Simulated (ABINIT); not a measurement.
# Optical response of BAs

Wanted: where BAs starts to absorb, how strongly, and its refractive index.

Program: ABINIT 10.8.3. Level of theory: DFT, LDA, plane waves with norm-conserving potentials (PseudoDojo 0.4.1), scalar-relativistic, independent-particle linear optical response without local fields. Results are calculated unless marked as measured.

### 1. Starting point

It takes space group F-43m (No. 216, cubic). The conventional cell has a = 4.777 Å, b = 4.777 Å, c = 4.777 Å, α = 90.00°, β = 90.00°, γ = 90.00°. As has 4 B at 2.07 Å nearest. Nearest to B lie 4 As at 2.07 Å. Farther neighbours are not listed.

### 2. Ground state, bands and velocity matrix elements

First the ground state: is it a metal or has it a gap?

This step: DFT, LDA, plane waves with norm-conserving potentials (PseudoDojo 0.4.1), scalar-relativistic, ground state, bands at fixed density and velocity matrix elements (ABINIT 10.8.3).

run.abi

```
# ground state, bands on a dense mesh, and the derivatives d/dk of the wave functions
ndtset 3

ngkpt1 8 8 8
shiftk1 0.0 0.0 0.0
tolvrs1 1.0d-12
nband1 13
prtden1 1

iscf2 -2
getden2 1
ngkpt2 12 12 12
shiftk2 0.0 0.0 0.0
kptopt2 1
nband2 24
nbdbuf2 4
tolwfr2 1.0d-14

optdriver3 8
wfk_task3 "wfk_ddk"
prtevk3 1
getwfk3 2
getden3 1
iscf3 -2
ngkpt3 12 12 12
shiftk3 0.0 0.0 0.0
kptopt3 1
nband3 24

nshiftk 1
occopt 3
tsmear 0.001837
ecut 35.0
nstep 80
iomode 3
chksymbreak 0
chkprim 0
chksymtnons 0
acell 3*1.0 Angstrom
rprim
  0.000000000000 2.388500000000 2.388500000000
  2.388500000000 0.000000000000 2.388500000000
  2.388500000000 2.388500000000 0.000000000000
natom 2
ntypat 2
znucl 33 5
typat 1 2
xred
  0.750000000000 0.750000000000 0.750000000000
  0.000000000000 0.000000000000 0.000000000000
pseudos "As.upf, B.upf"
```

The run is started by

```bash
mpirun -n 4 abinit run.abi
```

Numbers of over 12 decimals in the logs are rounded to 6 here.

What it wrote:

```text
DATASET    1 : space group F-4 3 m (#216); Bravais cF (face-center cubic)
 DATASET    2 : space group F-4 3 m (#216); Bravais cF (face-center cubic)
 DATASET    3 : space group F-4 3 m (#216); Bravais cF (face-center cubic)
            ngfft          36      36      36
                         0.04688    0.04688    0.04688    0.04688    0.04688    0.02344
                         0.01172    0.04688    0.04688    0.04688    0.02344    0.01172
                         0.04688    0.02344    0.00586    0.04688    0.09375    0.04688
                         0.04688    0.09375    0.04688    0.02344    0.01172
                         0.00231    0.00347    0.01389    0.01389    0.01389    0.01389
                         0.01389    0.01389    0.01389    0.01389    0.01389    0.00694
                         0.00347    0.01389    0.01389    0.01389    0.01389    0.01389
                         0.01389    0.01389    0.00694    0.00347    0.01389    0.01389
                         0.01389    0.01389    0.01389    0.00694    0.00347    0.01389
                         0.01389    0.01389    0.00694    0.00347    0.01389    0.00694
                         0.00174    0.01389    0.02778    0.02778    0.02778    0.01389
                         0.00231    0.00347    0.01389    0.01389    0.01389    0.01389
                         0.01389    0.01389    0.01389    0.01389    0.01389    0.00694
                         0.00347    0.01389    0.01389    0.01389    0.01389    0.01389
                         0.01389    0.01389    0.00694    0.00347    0.01389    0.01389
                         0.01389    0.01389    0.01389    0.00694    0.00347    0.01389
                         0.01389    0.01389    0.00694    0.00347    0.01389    0.00694
[...]
== DATASET  1 ==================================================================
 Real(R)+Recip(G) space primitive vectors, cartesian coordinates (Bohr,Bohr^-1):
 R(1)=  0.0000000  4.5136109  4.5136109  G(1)= -0.1107761  0.1107761  0.1107761
 R(2)=  4.5136109  0.0000000  4.5136109  G(2)=  0.1107761 -0.1107761  0.1107761
 R(3)=  4.5136109  4.5136109  0.0000000  G(3)=  0.1107761  0.1107761 -0.1107761
 Unit cell volume ucvol=  1.8390873E+02 bohr^3
 Angles (23,13,12)=  6.00000000E+01  6.00000000E+01  6.00000000E+01 degrees
 getcut: wavevector=  0.0000  0.0000  0.0000  ngfft=  36  36  36
     iter   Etot(hartree)      deltaE(h)  residm     vres2
 ETOT  1  -108.20201959484    -1.082E+02 1.451E+00 1.547E+02
 ETOT  2  -108.92083188508    -7.188E-01 9.030E-02 5.837E+01
 ETOT  3  -108.93075949523    -9.928E-03 3.922E-03 6.465E-01
 ETOT  4  -108.93083188631    -7.239E-05 1.649E-03 7.000E-02
 ETOT  5  -108.93084375355    -1.187E-05 3.355E-04 3.978E-03
 ETOT  6  -108.93084434785    -5.943E-07 2.675E-04 1.071E-04
 ETOT  7  -108.93084436251    -1.466E-08 6.138E-05 2.999E-07
 ETOT  8  -108.93084436254    -3.047E-11 5.400E-05 2.067E-08
 ETOT  9  -108.93084436255    -3.155E-12 1.270E-05 7.359E-10
 ETOT 10  -108.93084436255     1.009E-12 1.124E-05 1.324E-13
 At SCF step   10       vres2   =  1.32E-13 < tolvrs=  1.00E-12 =>converged.
 Cartesian components of stress tensor (hartree/bohr^3)
  sigma(1 1)=  4.84531978E-04  sigma(3 2)=  0.00000000E+00
  sigma(2 2)=  4.84531978E-04  sigma(3 1)=  0.00000000E+00
  sigma(3 3)=  4.84531978E-04  sigma(2 1)=  0.00000000E+00
 Mean square residual over all n,k,spin=   40.323E-09; max=  11.241E-06
 Fermi (or HOMO) energy (hartree) =   0.25727   Average Vxc (hartree)=  -0.42322
 Eigenvalues (hartree) for nkpt=  29  k points:
 kpt#   1, nband= 13, wtk=  0.00195, kpt=  0.0000  0.0000  0.0000 (reduced coord)
  -1.08594   -1.08594   -1.08594   -1.08501   -1.08501   -0.32905    0.23667    0.23667
   0.23667    0.35663    0.35663    0.35663    0.40748
   2.00000    2.00000    2.00000    2.00000    2.00000    2.00000    1.99997    1.99997
   1.99997    0.00000    0.00000    0.00000    0.00000
kinetic             :  7.81231665776445E+01
hartree             :  3.05038750467134E+01
xc                  : -2.46188010932104E+01
Ewald energy        : -6.34210613330840E+01
psp_core            :  3.05800141712149E+00
local_psp           : -8.17296462624858E+01
non_local_psp       : -5.08463787079209E+01
internal            : -1.08930844355222E+02
'-kT*entropy'       : -7.32342142309362E-09
total_energy        : -1.08930844362545E+02
total_energy_eV     : -2.96415928005006E+03
 Cartesian components of stress tensor (hartree/bohr^3)
  sigma(1 1)=  4.84531978E-04  sigma(3 2)=  0.00000000E+00
  sigma(2 2)=  4.84531978E-04  sigma(3 1)=  0.00000000E+00
  sigma(3 3)=  4.84531978E-04  sigma(2 1)=  0.00000000E+00
-Cartesian components of stress tensor (GPa)         [Pressure= -1.4255E+01 GPa]
== DATASET  2 ==================================================================
 Real(R)+Recip(G) space primitive vectors, cartesian coordinates (Bohr,Bohr^-1):
 R(1)=  0.0000000  4.5136109  4.5136109  G(1)= -0.1107761  0.1107761  0.1107761
 R(2)=  4.5136109  0.0000000  4.5136109  G(2)=  0.1107761 -0.1107761  0.1107761
 R(3)=  4.5136109  4.5136109  0.0000000  G(3)=  0.1107761  0.1107761 -0.1107761
 Unit cell volume ucvol=  1.8390873E+02 bohr^3
 Angles (23,13,12)=  6.00000000E+01  6.00000000E+01  6.00000000E+01 degrees
 getcut: wavevector=  0.0000  0.0000  0.0000  ngfft=  36  36  36
 Mean square residual over all n,k,spin=   54.055E-16; max=  99.944E-16
 Eigenvalues (hartree) for nkpt=  72  k points:
 kpt#   1, nband= 24, wtk=  0.00058, kpt=  0.0000  0.0000  0.0000 (reduced coord)
  -1.08594   -1.08594   -1.08594   -1.08501   -1.08501   -0.32905    0.23667    0.23667
   0.23667    0.35663    0.35663    0.35663    0.40748    0.58130    0.72426    0.72426
   0.76496    0.76496    0.76496    0.92341    1.32109    1.32109    1.32109    1.59045
== DATASET  3 ==================================================================
            ngfft          36      36      36
[...]
0.04688    0.09375    0.04688    0.02344    0.01172
[...]
0.00174    0.01389    0.02778    0.02778    0.02778    0.01389
                         0.00231    0.00347    0.01389    0.01389    0.01389    0.01389
                         0.01389    0.01389    0.01389    0.01389    0.01389    0.00694
                         0.00347    0.01389    0.01389    0.01389    0.01389    0.01389
                         0.01389    0.01389    0.00694    0.00347    0.01389    0.01389
                         0.01389    0.01389    0.01389    0.00694    0.00347    0.01389
                         0.01389    0.01389    0.00694    0.00347    0.01389    0.00694
                         0.00174    0.01389    0.02778    0.02778    0.02778    0.01389
[shortened to cell, iterations, levels, energies and stress; the echo of variables, forces, comments, warnings and credits are left out]
```

Run time: 37 s. Hardware: 4 MPI ranks of Intel Xeon at 2.70GHz, shared host; peak memory 0.1 GiB; 2.4 min of CPU time.

Read-outs, printed or worked out from the files:

```
total energy           : -108.9 Ha
gap on the k-mesh      : 1.148 eV
direct gap on the mesh : 3.264 eV
```

There is a gap, 1.15 eV on this mesh (points off the mesh can give less), so no carriers' term is needed.

### 3. Optical response

With the density converged, the vertical transitions are summed over the zone.

This step: DFT, LDA, plane waves with norm-conserving potentials (PseudoDojo 0.4.1), scalar-relativistic, independent-particle linear optical response without local fields (ABINIT 10.8.3).

optic.abi

```
&FILES
 ddkfile_1 = 'runo_DS3_1_EVK.nc',
 ddkfile_2 = 'runo_DS3_2_EVK.nc',
 ddkfile_3 = 'runo_DS3_3_EVK.nc',
 wfkfile = 'runo_DS2_WFK.nc'
/
&PARAMETERS
 broadening = 0.001470,
 domega = 0.0014700,
 maxomega = 0.58799,
 scissor = 0.0,
 tolerance = 0.002,
 nband_sum = 20
/
&COMPUTATIONS
 num_lin_comp = 1,
 lin_comp = 11,
 num_nonlin_comp = 0,
 num_linel_comp = 0,
 num_nonlin2_comp = 0
/
```

The run is started by

```bash
optic optic.abi
```

What it wrote:

```text

 OPTIC has originally been developed by
 S. Sharma, J. K. Dewhurst and C. Ambrosch-Draxl, Phys. Rev. B 67, 165332 (2003), and
 S. Sharma and C. Ambrosch-Draxl, Physica Scripta T 109 (2004).

 rprimd(bohr)      =   0.00000   4.51361   4.51361
                       4.51361   0.00000   4.51361
                       4.51361   4.51361   0.00000
 natom             =       2
 nkpt,mband        =      72      24
 ecut              =  35.00000 Ha
 newocc: new Fermi energy is       0.257219 , with nelect=     18.000000, Number of bisection calls: 22
 Fermi level: 6.9993  (eV)

 fermie            =   0.25722 Ha   6.99929 eV
 Scissor shift     =   0.00000 Ha
 Tolerance on closeness to singularities     =   0.00200 Ha
 Smearing factor      =   0.00147 Ha
 Will use the antiresonant approximation (meaning that the antiresonant terms are neglected)
 Will not perform the bands decomposition
 linear coeffs to be calculated :
 11
 non-linear coeffs to be calculated :

 electronic part of electro-optic coeffs to be calculated :

 non-linear coeffs (V2) to be calculated :

 linear optic matrix elements will be printed :0
 optic : Call pmat2cart
 No scissor shift to be applied. Returning to main optic routine.
 optic : Call linopt
  linopt            1           1
 calculated the component:           1           1   of dielectric function
  with broadening:         (0.000000,1.46999999999999995E-003)
 and scissors shift:   0.000000
 energy window:   61.515875      eV   2.260667      Ha
 optic : Call nlinopt
 optic : Call linelop
 optic : Call nonlinopt

================================================================================

 Calculation completed.
-
program: optic
version: 10.8.3
start_datetime:
end_datetime:
overall_cpu_time:           0.2
overall_wall_time:           0.2
mpi_procs: 1
omp_threads: 1
...
```

Elapsed: 0.83 s, on 1 thread; peak memory 0.05 GiB.

Numbers from this step:

```
electronic dielectric constant ε∞, mean over x, y and z (by symmetry where fewer were run) : 10.14
```

The Im ε, E ∥ x has structure finer than the step of the table below, so its rows give means over 0.5 eV, whole bins alone (the curve runs from 0.0400 to 15.9 eV). Peaks (eV: height): 4.48: 21.7, 4.80: 30.3, 5.20: 31.6, 5.52: 60.0, 6.52: 39.9, 8.92: 9.49.

Sum at mesh points, not converged in k; values under the direct gap are tails of Lorentzian lines. The Im ε, E ∥ x by photon energy; means over each step:

| photon energy (eV) | Im ε, E ∥ x |
| --- | --- |
| 0.5 | 0.0131 |
| 1.0 | 0.0281 |
| 1.5 | 0.0477 |
| 2.0 | 0.0778 |
| 2.5 | 0.136 |
| 3.0 | 0.508 |
| 3.5 | 4.25 |
| 4.0 | 10.2 |
| 4.5 | 13.1 |
| 5.0 | 19.8 |
| 5.5 | 33.4 |
| 6.0 | 13.5 |
| 6.5 | 22.9 |
| 7.0 | 9.78 |
| 7.5 | 7.00 |
| 8.0 | 4.79 |
| 8.5 | 4.01 |
| 9.0 | 4.89 |
| 9.5 | 3.08 |
| 10.0 | 2.08 |
| 10.5 | 1.21 |
| 11.0 | 1.52 |
| 11.5 | 1.83 |
| 12.0 | 1.37 |
| 12.5 | 1.34 |
| 13.0 | 0.894 |
| 13.5 | 1.05 |
| 14.0 | 1.08 |
| 14.5 | 0.612 |
| 15.0 | 0.677 |
| 15.5 | 0.635 |

The reflectivity at normal incidence, E ∥ x has structure finer than the step of the table below, so its rows give means over 0.5 eV, whole bins alone (the curve runs from 0.0400 to 15.9 eV). Peaks (eV: height): 5.64: 77.6, 6.68: 76.2, 7.68: 76.7, 8.20: 80.6, 9.12: 76.7, 10.32: 80.7, 12.80: 76.1.

Sum at mesh points, not converged in k. Table of reflectivity at normal incidence, E ∥ x by photon energy; means over each step:

| photon energy (eV) | reflectivity at normal incidence, E ∥ x (%) |
| --- | --- |
| 0.5 | 27.4 |
| 1.0 | 27.9 |
| 1.5 | 28.7 |
| 2.0 | 30.0 |
| 2.5 | 32.0 |
| 3.0 | 35.5 |
| 3.5 | 40.9 |
| 4.0 | 42.1 |
| 4.5 | 44.8 |
| 5.0 | 49.2 |
| 5.5 | 65.0 |
| 6.0 | 50.9 |
| 6.5 | 63.3 |
| 7.0 | 69.4 |
| 7.5 | 68.4 |
| 8.0 | 67.1 |
| 8.5 | 54.1 |
| 9.0 | 62.3 |
| 9.5 | 63.8 |
| 10.0 | 70.1 |
| 10.5 | 71.0 |
| 11.0 | 54.1 |
| 11.5 | 53.8 |
| 12.0 | 57.6 |
| 12.5 | 55.4 |
| 13.0 | 56.0 |
| 13.5 | 51.4 |
| 14.0 | 50.7 |
| 14.5 | 58.3 |
| 15.0 | 51.7 |
| 15.5 | 56.3 |

The loss function −Im 1/ε at q → 0, E ∥ x has structure finer than the step of the table below, so its rows give means over 0.5 eV, whole bins alone (the curve runs from 0.0400 to 15.9 eV). Peaks (eV: height): 10.96: 0.525, 13.20: 0.634, 13.92: 0.562, 14.68: 0.789, 14.92: 0.671, 15.24: 0.916, 15.88: 1.27.

Sum at mesh points, not converged in k; values under the direct gap are tails of Lorentzian lines. Loss function −Im 1/ε at q → 0, E ∥ x against energy loss; means over each step:

```csv
energy loss (eV),"loss function −Im 1/ε at q → 0, E ∥ x"
0.5,1.3e-4
1.0,2.6e-4
1.5,4.0e-4
2.0,5.6e-4
2.5,7.9e-4
3.0,0.00187
3.5,0.00928
4.0,0.0247
4.5,0.0252
5.0,0.0291
5.5,0.0233
6.0,0.0678
6.5,0.0358
7.0,0.0485
7.5,0.0584
8.0,0.0749
8.5,0.141
9.0,0.0931
9.5,0.109
10.0,0.0985
10.5,0.126
11.0,0.267
11.5,0.231
12.0,0.237
12.5,0.264
13.0,0.359
13.5,0.377
14.0,0.384
14.5,0.446
15.0,0.560
15.5,0.496
```

Optical constants at common wavelengths, from n + ik = √ε:

```csv
wavelength (nm),n,k,R (%),1/α
800,3.32,0.007,28.8,8.5 µm
633,3.41,0.011,29.8,4.7 µm
405,3.99,0.048,35.9,668 nm
365,4.39,0.171,39.7,170 nm
308,4.27,1.040,40.9,24 nm
248,4.81,1.377,46.0,14 nm
193,3.93,2.987,52.6,5.1 nm
```

Below the direct gap, k and the depth come from the tails of the Lorentzian lines, not from transitions.

Rows near the edge hang on the gap, which this functional as a rule makes too small, and phonon-assisted absorption is left out.

### 4. Results

```
electronic dielectric constant ε∞, mean over x, y and z (by symmetry where fewer were run) (independent particles) : 10.1
```

In words: At this level (LDA, independent particles) BAs has ε∞ = 10.1 and n = 3.22 at 1550 nm. On the mesh the gap is 1.15 eV and the least direct gap 3.26 eV, so on this mesh the band edges lie at different points. Excitons and phonon-assisted transitions are missing, and so are local fields; LDA gaps are as a rule too small, which pulls the onset down and ε∞ up. The sum runs over mesh points 0.19 Å⁻¹ apart with no interpolation, so peaks are partly noise of the mesh and static values carry its error.

[Logs are printed without paths, hosts, clocks, repeated set-up lines and the standing remarks that a program may print on its own settings, such as how far it seeks lower states.]

[Hosts, paths, dates, database ids (printed as entryN), source tags and the programs' standing remarks are cut or masked in the printed files.]
